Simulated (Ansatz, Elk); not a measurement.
**Bonding as seen by X-rays: BeB2Mo2**

The structure of BeB2Mo2 used here is made up (a known structure type with other elements) and was relaxed beforehand with PBEsol. The aim is the Fourier transform of its all-electron density, F(hkl), set beside the sum over free spherical atoms that refinements use.

Calculated with Elk 11.2.3 (patched build); DFT, PBE, all-electron APW+lo, Dirac cores, scalar-relativistic bands, static density, no spin.

The structure was built from a prototype and need not be the compound's stable phase.

**1. Starting point**

Symmetry: Immm, No. 71, orthorhombic system. Conventional cell: a = 3.146 Å, b = 4.527 Å, c = 6.788 Å, α = 90.00°, β = 90.00°, γ = 90.00°. Nearest to Mo lie 6 B at 2.31 to 2.39 Å and 2 Be at 2.54 Å. Nearest to B lie 1 B at 1.88 Å and 2 Be at 2.06 Å and 6 Mo at 2.31 to 2.39 Å. Be has 4 B at 2.06 Å and 4 Mo at 2.54 Å nearest. Farther neighbours are not listed.

**2. Ground state and structure factors**

An all-electron density is needed, since X-rays see the cores too. Task 0 finds the density and task 195 Fourier-transforms it; tshift is off so that phases refer to the origin typed.

Contents of elk.in:

```
tasks
  0
  195

xctype
  20

spinpol
  .false.

rgkmax
  7.0

gmaxvr
  14.0

lmaxo
  7

lmaxapw
  8

swidth
  0.002

tshift
  .false.

ramdisk
  .false.

hmaxvr
  5.5

maxscl
  120

epspot
  1e-06

sppath
  './'

avec
  -2.97251455438 4.27703889635 6.41355494770
  2.97251455438 -4.27703889635 6.41355494770
  2.97251455438 4.27703889635 -6.41355494770

atoms
  3
  'Mo.in'
  2
  0.2936228902 0.7936228902 0.5000000000   0.000000 0.000000 0.000000
  0.7063771098 0.2063771098 0.5000000000   0.000000 0.000000 0.000000
  'B.in'
  2
  0.2925315410 0.5000000000 0.7925315410   0.000000 0.000000 0.000000
  0.7074684590 0.5000000000 0.2074684590   0.000000 0.000000 0.000000
  'Be.in'
  1
  -0.0000000000 0.0000000000 -0.0000000000   0.000000 0.000000 0.000000

ngridk
  9 9 9
```

Launch:

```
OMP_NUM_THREADS=4 elk
```

Numbers of over 12 decimals in the logs are rounded to 6 here.

The program printed:

```text
┌─────────────────────────┐
│ Elk code version 11.2.3 │
└─────────────────────────┘

All units are atomic (Hartree, Bohr, etc.)

┌─────────────────────────────────────────────────┐
│ Ground-state run starting from atomic densities │
└─────────────────────────────────────────────────┘

Lattice vectors :
  -2.972514554       4.277038896       6.413554948
   2.972514554      -4.277038896       6.413554948
   2.972514554       4.277038896      -6.413554948

Reciprocal lattice vectors :
  0.1916254508E-16  0.7345251539      0.4898363979
   1.056880495      0.3402455165E-16  0.4898363979
   1.056880495      0.7345251539     -0.3671203420E-17

Unit cell volume      :    326.1564720
Brillouin zone volume :   0.7605251918

Muffin-tin inner radius fraction :   0.1000000000E-01

Nuclei treated as point charges

Species : 1 (Mo)
 parameters loaded from : Mo.in
 name : molybdenum
 nuclear charge    :   -42.00000000
 electronic charge :    42.00000000
 atomic mass :    174887.9214
 muffin-tin radius :    2.545706005
 number of radial points in muffin-tin :   1193
 inner part over the whole radius :   0.9958384283E-02
 number on inner part of muffin-tin    :    848
 approximate nuclear radius :   0.8334154960E-04
 number of mesh points to nuclear radius :    420
 atomic positions (lattice), magnetic fields (Cartesian) :
  1 :   0.29362289 -0.20637711  0.50000000    0.00000000  0.00000000  0.00000000
  2 :  -0.29362289  0.20637711  0.50000000    0.00000000  0.00000000  0.00000000

Species : 2 (B)
 parameters loaded from : B.in
 name : boron
 nuclear charge    :   -5.000000000
 electronic charge :    5.000000000
 atomic mass :    19707.24742
 muffin-tin radius :    1.749701338
 number of radial points in muffin-tin :    593
 inner part over the whole radius :   0.9804421356E-02
 number on inner part of muffin-tin    :    404
 approximate nuclear radius :   0.4534157419E-04
 number of mesh points to nuclear radius :    161
 atomic positions (lattice), magnetic fields (Cartesian) :
  1 :   0.29253154  0.50000000 -0.20746846    0.00000000  0.00000000  0.00000000
  2 :  -0.29253154  0.50000000  0.20746846    0.00000000  0.00000000  0.00000000

Species : 3 (Be)
 parameters loaded from : Be.in
 name : beryllium
 nuclear charge    :   -4.000000000
 electronic charge :    4.000000000
 atomic mass :    16428.20280
 muffin-tin radius :    1.800000000
 number of radial points in muffin-tin :    593
 inner part over the whole radius :   0.9826427374E-02
 number on inner part of muffin-tin    :    403
 approximate nuclear radius :   0.4290726161E-04
 number of mesh points to nuclear radius :    156
 atomic positions (lattice), magnetic fields (Cartesian) :
  1 :   0.00000000  0.00000000  0.00000000    0.00000000  0.00000000  0.00000000

Total number of atoms per unit cell :    5
Total muffin-tin volume :    207.5158701
 ratio of muffin-tin to unit cell volume :   0.6362463660

Spin treatment :
 spin-unpolarised

Number of Bravais lattice symmetries :    8
Number of crystal symmetries         :    8
Crystal has inversion symmetry
Real symmetric eigensolver will be used

k-point grid :      9     9     9
k-point offset :    0.000000000       0.000000000       0.000000000
k-point set is reduced with full crystal symmetry group
Total number of k-points :      125

Muffin-tin radius times maximum |G+k| :    7.000000000
 using average radius
Maximum |G+k| for APW functions       :    3.368359562
Maximum (1/2)|G+k|²                   :    5.672923069
Maximum |G| for potential and density :    14.00000000
Constant for pseudocharge density :    9
 order of it for each species :   16  16  16
 order of it for pair densities of each species (exact exchange by exxq0 0: 17) :   15   5   5
Radial integration step length :    1

G-vector grid sizes :     40    40    40
Number of G-vectors :    15143

Maximum angular momentum used for
 APW functions            :    8
 outer part of muffin-tin :    7
 inner part of muffin-tin :    2

Total nuclear charge    :   -98.00000000
[...]
correlation                 :     -4.923376
 electron entropic           :    -0.60082478685458E-03
 total energy                :     -8165.3838160855

Density of states at Fermi energy :    45.30301891
 (states/Hartree/unit cell)

Estimated indirect band gap :   0.1955961640E-03
 from k-point 5 to k-point 104
Estimated direct band gap   :   0.3281441417E-02
 at k-point 104

Charges :
 core                        :    62.00000000
 valence                     :    36.00000000
 interstitial                :    6.383340874
 muffin-tins (core leakage)
  species : 1 (Mo)
   atom 1                    :    39.74980426     (  0.1973122643E-06)
[...]
species : 2 (B)
[...]
species : 3 (Be)
[...]
total in muffin-tins        :    91.61665913
 total calculated charge     :    97.99830191
 total charge                :    98.00000000
 error                       :   0.1698094926E-02

RMS change in Kohn-Sham potential (target) :    4.380096623     (  0.1000000000E-05)
Absolute change in total energy (target)   :   0.8865652836     (  0.1000000000E-03)

[... loops 3 to 15 left out ...]

┌──────────────────┐
│ Loop number : 16 │
└──────────────────┘

Energies :
 Fermi                       :     0.472545
 sum of occupied eigenvalues :     -4835.5531761383
 electron kinetic            :      8461.2289647500
 core electron kinetic       :      8260.9938186349
 Coulomb                     :     -16365.922835013
 Coulomb potential           :     -12959.344730324
 nuclear-nuclear             :     -1005.8837266147
 electron-nuclear            :     -17786.754192206
 Hartree                     :      2426.7150838083
 Madelung                    :     -9886.2504698508
 xc potential                :     -337.43741056432
 exchange                    :     -254.08403479814
 correlation                 :     -4.942839
 electron entropic           :    -0.68599755338102E-03
 total energy                :     -8163.7214304354

Density of states at Fermi energy :    50.37050200
 (states/Hartree/unit cell)

Estimated indirect band gap :   0.4128338450E-03
 from k-point 17 to k-point 106
Estimated direct band gap   :   0.5192091824E-02
 at k-point 29

Charges :
 core                        :    62.00000000
 valence                     :    36.00000000
 interstitial                :    5.856846742
 muffin-tins (core leakage)
  species : 1 (Mo)
[...]
species : 2 (B)
[...]
species : 3 (Be)
[...]
total in muffin-tins        :    92.14315326
 total calculated charge     :    97.99830955
 total charge                :    98.00000000
 error                       :   0.1690454000E-02

RMS change in Kohn-Sham potential (target) :   0.8538792031E-06 (  0.1000000000E-05)
Absolute change in total energy (target)   :   0.2102683538E-05 (  0.1000000000E-03)

Convergence targets achieved

┌──────────────────┐
│ Loop number : 17 │
└──────────────────┘

Energies :
 Fermi                       :     0.472545
 sum of occupied eigenvalues :     -4835.5531751121
 electron kinetic            :      8461.2289627835
 core electron kinetic       :      8260.9938117852
 Coulomb                     :     -16365.922833895
 Coulomb potential           :     -12959.344723852
 nuclear-nuclear             :     -1005.8837266147
 electron-nuclear            :     -17786.754196732
 Hartree                     :      2426.7150894515
 Madelung                    :     -9886.2504719691
 xc potential                :     -337.43741404392
 exchange                    :     -254.08403494057
 correlation                 :     -4.942839
 electron entropic           :    -0.68599764952543E-03
 total energy                :     -8163.7214314256

Density of states at Fermi energy :    50.37050939
 (states/Hartree/unit cell)

Estimated indirect band gap :   0.4128334531E-03
 from k-point 17 to k-point 106
Estimated direct band gap   :   0.5192092842E-02
 at k-point 29

Charges :
 core                        :    62.00000000
 valence                     :    36.00000000
 interstitial                :    5.856846599
 muffin-tins (core leakage)
  species : 1 (Mo)
[...]
species : 2 (B)
   atom 1                    :    3.925329658     (  0.9814121405E-04)
   atom 2                    :    3.925329658     (  0.9814121405E-04)
  species : 3 (Be)
   atom 1                    :    2.949805827     (  0.1187789075E-02)
 total in muffin-tins        :    92.14315340
 total calculated charge     :    97.99830955
 total charge                :    98.00000000
 error                       :   0.1690453842E-02

┌──────────────────────────────┐
│ Self-consistent loop stopped │
└──────────────────────────────┘

Warning : core states of species 3 leak from the muffin-tin :   0.1187789075E-02

Wrote STATE.OUT
```

Run time: 36 s. Hardware: 4 threads of Intel Xeon Platinum 8375C at 2.90GHz (Ice Lake), shared host; peak memory 0.16 GiB.

SFACRHO.OUT:

```text

h k l indices transformed by vhmat matrix:
   1.000000000       0.000000000       0.000000000    
   0.000000000       1.000000000       0.000000000    
   0.000000000       0.000000000       1.000000000    

      h      k      l  multipl.   |H|            Re(F)            Im(F)           |F|

      0      0      0      1   0.0000000       97.999999     -0.26195913E-16   97.999999    
      0      1     -1      4  0.88287423      -19.062042      0.42422782E-14   19.062042    
      1      1     -1      2  0.97967280      -51.506430      0.14879039E-13   51.506430    
      0     -1      0      4   1.1648760       14.616680      0.37702286E-15   14.616680    
     -1      1      0      4   1.2870601      -62.772224     -0.85470798E-15   62.772224    
      1     -1      1      2   1.4690503       61.057683     -0.74875160E-14   61.057683    
      0     -2      1      8   1.6174926       55.721788     -0.62273872E-14   55.721788    
     -1     -2      2      4   1.6428586       45.409337      0.93299331E-14   45.409337    
     -2      0      0      4   1.7657485      -52.754716     -0.17544744E-13   52.754716    
     -1     -2      1      4   1.8100977      -45.736508     -0.96681418E-14   45.736508    
      1      0      1      8   1.8748453       21.136539     -0.85988077E-14   21.136539    
      2      2     -2      2   1.9593456       31.738650     -0.11341686E-13   31.738650    
     -1      1      1      2   2.1137610       60.664161     -0.68333916E-14   60.664161    
      1     -2      2      4   2.2573623      -10.291713      0.25740590E-13   10.291713    
      1      0     -2      8   2.2907319      -13.780756      0.42016431E-14   13.780756    
      0     -2      0      4   2.3297520      -40.028692     -0.97843374E-14   40.028692    
      1      2     -3      8   2.3312148      -34.101788     -0.20519126E-13   34.101788    
      2      2     -1      8   2.3442608      -21.570120      0.13572782E-13   21.570120
```

Elk indexes on the primitive cell of elk.in and gives |H| = 4π sin θ/λ in inverse bohr. Below, one row stands for each form hkl of the conventional cell (m members, Friedel mates merged), F is for one primitive cell and the density is static (no thermal factor). Free-atom factors are Waasmaier and Kirfel's, and R is Σm||F|−|F'||/Σm|F|.

| hkl | m | sin θ/λ (Å⁻¹) | abs F, DFT | neutral atoms | diff. |
| --- | --- | --- | --- | --- | --- |
| 011 | 4 | 0.133 | 19.062 | 19.180 | -0.118 |
| 002 | 2 | 0.147 | 51.506 | 52.305 | -0.799 |
| 101 | 4 | 0.175 | 14.617 | 14.944 | -0.327 |
| 110 | 4 | 0.194 | 62.772 | 63.470 | -0.698 |
| 020 | 2 | 0.221 | 61.058 | 61.878 | -0.820 |
| 112 | 8 | 0.243 | 55.722 | 56.016 | -0.294 |
| 013 | 4 | 0.247 | 45.409 | 45.812 | -0.403 |
| 022 | 4 | 0.266 | 52.755 | 53.084 | -0.329 |
| 103 | 4 | 0.272 | 45.736 | 45.938 | -0.201 |
| 121 | 8 | 0.282 | 21.137 | 21.106 | +0.031 |
| 004 | 2 | 0.295 | 31.739 | 31.886 | -0.147 |
| 200 | 2 | 0.318 | 60.664 | 60.776 | -0.112 |
| 031 | 4 | 0.340 | 10.292 | 10.251 | +0.041 |
| 211 | 8 | 0.344 | 13.781 | 13.740 | +0.041 |
| 202 | 4 | 0.350 | 40.029 | 39.802 | +0.227 |
| 123 | 8 | 0.351 | 34.102 | 33.925 | +0.177 |
| 114 | 8 | 0.352 | 21.570 | 21.466 | +0.104 |
| 130 | 4 | 0.367 | 52.620 | 52.385 | +0.235 |

**3. The highest occupied states alone**

An energy window below the Fermi level keeps the highest occupied states, to see at which angles they scatter; shallow core shells can lie inside it and anion s states outside. No new self-consistency is needed.

elk.in: that of step 2 with these lines changed.

```diff
@@ -1,3 +1,2 @@
 tasks
-  0
   195
@@ -40,2 +39,5 @@
 
+wsfac
+  0.105050 0.772540
+
 sppath
```

Launch:

```
OMP_NUM_THREADS=4 elk
```

The program printed:

```text
┌─────────────────────────────────┐
│ Elk code version 11.2.3 started │
└─────────────────────────────────┘

Info(readinput): the functional depends on the density's gradient
 muffin-tin radial points multiplied by    2.00000
 (not where nrmtscf is given)

┌────────────────────┐
│ Current task : 195 │
└────────────────────┘
Info(checkmt): changed muffin-tin radius of species 1 (Mo) from   2.6000 to   2.5457
Info(checkmt): changed muffin-tin radius of species 2 (B) from   1.8000 to   1.7497

Info(sfacrho): density structure factors written to SFACRHO.OUT

 Energy window :   0.1050500000      0.7725400000

┌──────────────────┐
│ Elk code stopped │
└──────────────────┘
```

It took 4.3 s on 4 threads; peak memory 0.16 GiB; 6.8 s of CPU time.

States within 10 eV below the Fermi level hold 18.36 electrons; any levels below the window count with the cores, and a count that is not whole means the window cuts a band. Their amplitudes can exceed the total, where window and core parts have opposite phase:

| hkl | sin θ/λ (Å⁻¹) | abs F, window | abs F, all |
| --- | --- | --- | --- |
| 011 | 0.133 | 1.213 | 19.062 |
| 002 | 0.147 | 0.913 | 51.506 |
| 101 | 0.175 | 0.566 | 14.617 |
| 110 | 0.194 | 1.995 | 62.772 |
| 020 | 0.221 | 0.515 | 61.058 |
| 112 | 0.243 | 1.348 | 55.722 |
| 013 | 0.247 | 0.774 | 45.409 |
| 022 | 0.266 | 1.327 | 52.755 |
| 103 | 0.272 | 1.112 | 45.736 |
| 121 | 0.282 | 0.730 | 21.137 |

**4. Another functional**

The difference from free atoms is small, so it is set against the change that LDA (Perdew-Wang) makes.

elk.in: that of step 3 with these lines changed.

```diff
@@ -1,2 +1,3 @@
 tasks
+  0
   195
@@ -4,3 +5,3 @@
 xctype
-  20
+  3
 
@@ -39,5 +40,2 @@
 
-wsfac
-  0.105050 0.772540
-
 sppath
```

Launch:

```
OMP_NUM_THREADS=4 elk
```

The program printed:

```text
┌─────────────────────────┐
│ Elk code version 11.2.3 │
└─────────────────────────┘

All units are atomic (Hartree, Bohr, etc.)

┌─────────────────────────────────────────────────┐
│ Ground-state run starting from atomic densities │
└─────────────────────────────────────────────────┘

Lattice vectors :
  -2.972514554       4.277038896       6.413554948
   2.972514554      -4.277038896       6.413554948
   2.972514554       4.277038896      -6.413554948

Reciprocal lattice vectors :
  0.1916254508E-16  0.7345251539      0.4898363979
[...]
atom 2                    :    3.925613068     (  0.1034314559E-03)
  species : 3 (Be)
   atom 1                    :    2.953628798     (  0.1293798138E-02)
 total in muffin-tins        :    92.17865096
 total calculated charge     :    97.99820408
 total charge                :    98.00000000
 error                       :   0.1795917278E-02

┌──────────────────────────────┐
│ Self-consistent loop stopped │
└──────────────────────────────┘

Warning : core states of species 2 leak from the muffin-tin :   0.1034314559E-03

Warning : core states of species 3 leak from the muffin-tin :   0.1293798138E-02

Wrote STATE.OUT
[key lines of the parts left out:]
total energy                :     -8154.8024242474
```

Wall time 26 s (4 threads); peak memory 0.16 GiB.

Against the first run R = 0.05 %; the largest change is -0.053 at 2 0 10.

**5. Basis size**

A smaller basis shows how fast F responds to it; the change is likely larger than the basis error of the first run, but doesn't show convergence.

elk.in: that of step 4 with these lines changed.

```diff
@@ -5,3 +5,3 @@
 xctype
-  3
+  20
 
@@ -11,3 +11,3 @@
 rgkmax
-  7.0
+  5.5
```

Launch:

```
OMP_NUM_THREADS=4 elk
```

The program printed:

```text
┌─────────────────────────┐
│ Elk code version 11.2.3 │
└─────────────────────────┘

All units are atomic (Hartree, Bohr, etc.)

┌─────────────────────────────────────────────────┐
│ Ground-state run starting from atomic densities │
└─────────────────────────────────────────────────┘

Lattice vectors :
  -2.972514554       4.277038896       6.413554948
   2.972514554      -4.277038896       6.413554948
   2.972514554       4.277038896      -6.413554948

Reciprocal lattice vectors :
  0.1916254508E-16  0.7345251539      0.4898363979
[...]
species : 1 (Mo)
[...]
species : 2 (B)
[...]
atom 2                    :    3.905746323     (  0.9781904132E-04)
  species : 3 (Be)
   atom 1                    :    2.939898602     (  0.1184937137E-02)
 total in muffin-tins        :    92.05215117
 total calculated charge     :    97.99852867
 total charge                :    98.00000000
 error                       :   0.1471333250E-02

┌──────────────────────────────┐
│ Self-consistent loop stopped │
└──────────────────────────────┘

Warning : core states of species 3 leak from the muffin-tin :   0.1184937137E-02

Wrote STATE.OUT
[key lines of the parts left out:]
total energy                :     -8163.6875156285
```

Run time: 32 s. Hardware: 4 threads; peak memory 0.17 GiB; 1.8 min of CPU time.

Against the first run R = 0.03 %; the largest change is -0.029 at 035.

**6. Settings against the effect**

| run | R against the first run (%) | R against neutral atoms, low angle (%) | wall time |
| --- | --- | --- | --- |
| PBE, rgkmax 7 | 0.00 | 0.77 | 36 s |
| LDA (Perdew-Wang) | 0.05 | 0.77 | 26 s |
| rgkmax 5.5 | 0.03 | 0.78 | 32 s |

**7. Results**

| Item | Value |
| --- | --- |
| R against neutral atoms, sin θ/λ < 0.3 Å⁻¹ | 0.77 % |
| R against neutral atoms, 0.3 to 0.82 Å⁻¹ | 0.36 % |

Independent neutral atoms miss the calculated amplitudes by R = 0.77 % below 0.3 Å⁻¹ and 0.36 % from there to 0.82 Å⁻¹; by shells, 1.15 % below 0.15 Å⁻¹ (2 forms), 0.73 % 0.15 to 0.3 (9 forms), 0.51 % 0.3 to 0.45 (18 forms), 0.33 % above 0.45 (120 forms). Bonding, aspherical density and the tables' own atoms all enter these figures, and the runs don't part them. The largest change of an amplitude is -0.82 electrons, at 020. The window's part falls from 18.4 electrons at the origin to at most 0.14 between 0.45 and 0.82 Å⁻¹. Below 0.3 Å⁻¹ the changes that finished (LDA (Perdew-Wang) and rgkmax 5.5) move F by R = 0.03 % at most, against the 0.77 % that separates it from free atoms. The k-mesh has no finished test. These runs have no spin, though d or f shells may be open. Part of the difference isn't bonding: the tables are fits to free atoms and ions calculated by other methods than this functional. Thermal motion, anomalous dispersion and extinction are left out.

[Logs are printed without paths, hosts, clocks, repeated set-up lines and the standing remarks that a program may print on its own settings, such as how far it seeks lower states.]

[Hosts, paths, dates, database ids (printed as entryN), source tags and the programs' standing remarks are cut or masked in the printed files.]
